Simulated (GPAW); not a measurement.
Entries from a set of simulations; values are calculated unless marked as measured.

```xyz
2
Lattice="0.000 3.188 3.188 3.188 0.000 3.188 3.188 3.188 0.000" Properties=species:S:1:pos:R:3 pbc="T T T" subject="How the form of the self-energy moves the gap of CsH (Fm-3m)" method="DFT, LDA, plane waves, PAW (and 3 further levels or steps)" program="GPAW 26.7.0" settings_of_one_run="cutoff 600 eV, GPAW PAW setups 1.2.1 data release, 4×4×4 k-mesh, nbands 426" cost="6 runs, 13 min in all on 4 MPI ranks of Arm Neoverse V2, shared host (the runs of this entry)" notes="The database entry behind the starting cell differs from later determinations by our own check (0.1 to 0.3 % short, probably kX units). The cell and positions come from the Crystallography Open Database and are kept as given unless a step says otherwise. Limits: no spin-orbit coupling. Bands and cutoff are finite, so the gap is not at the basis limit. The miss can reach some tenths of an eV and take either sign; the mesh is an error of its own. The program warns of a poor linear fit in the extrapolation of some level, so the extrapolated values are rough." g0w0_godby_needs_plasmon_pole="4.235 eV" one_shot_hse06="3.381 eV" g0w0_extrapolated_in_the_cutoff="4.344 eV" one_shot_pbe0="4.098 eV" g0w0_full_frequency_hilbert_transform="4.076 eV" known_limits="not at the basis limit; no spin-orbit coupling"
Cs    0.000    0.000    0.000
H     3.188    3.188    3.188
```

[Paths, hosts, dates, memory and timing lines, banners, echoed tables and standing remarks are left out of the program output.]

[Logs are printed without paths, hosts, clocks, repeated set-up lines and the standing remarks that a program may print on its own settings, such as how far it seeks lower states.]

[Runs of the session that timed out or met a known fault of the program may be left out.]

[Hosts, paths, dates, database ids (printed as entryN), source tags and the programs' standing remarks are cut or masked in the printed files.]
